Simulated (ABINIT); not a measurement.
An input for ABINIT 10.8.3 (SrTiO3 (Tausonite)):

```
acell 3*1.0 Angstrom
rprim 
  3.905280000000 0.000000000000 0.000000000000
  0.000000000000 3.905280000000 0.000000000000
  0.000000000000 0.000000000000 3.905280000000
ntypat 3
znucl 38 22 8
natom 5
typat 1 2 3 3 3
xred 
  0.500000000000 0.500000000000 0.500000000000
  0.000000000000 0.000000000000 0.000000000000
  0.500000000000 0.000000000000 0.000000000000
  0.000000000000 0.500000000000 0.000000000000
  0.000000000000 0.000000000000 0.500000000000
pp_dirpath "pseudos"
pseudos "Sr.upf, Ti.upf, O.upf"
ecut 38
ngkpt 4 4 4
nshiftk 1
shiftk 0 0 0
kptopt 1
chksymbreak 0
istwfk *1
occopt 1
irdwfk 1
optdriver 3
nband 130
ecuteps 6
inclvkb 2
awtr 1
symchi 1
indata_prefix "in"
outdata_prefix "out"
tmpdata_prefix "tmp"
```

```sh
OMP_NUM_THREADS=1 mpirun -n 8 abinit run.abi > log
```

**Question.** Estimate wall time and host memory on 8 MPI ranks of Arm Neoverse V2, shared host.

It took 46 s; on shared hardware allow 23 s to 92 s. Peak host memory was 2.1 GiB.

[Paths, hosts, dates, memory and timing lines, banners, echoed tables and standing remarks are left out of the program output.]

[Logs are printed without paths, hosts, clocks, repeated set-up lines and the standing remarks that a program may print on its own settings, such as how far it seeks lower states.]

[Runs of the session that timed out or met a known fault of the program may be left out.]

[Hosts, paths, dates, database ids (printed as entryN), source tags and the programs' standing remarks are cut or masked in the printed files.]

[G0W0 gaps are taken among the corrected bands and points alone; a level outside them can change the order at an edge.]

[Where Ansatz stands beside ABINIT at settings called matched, ABINIT's density can come from a denser mesh and the files from another edition; pairs whose starting gaps differed by over 0.03 eV were left out, so agreement reads better than it is.]
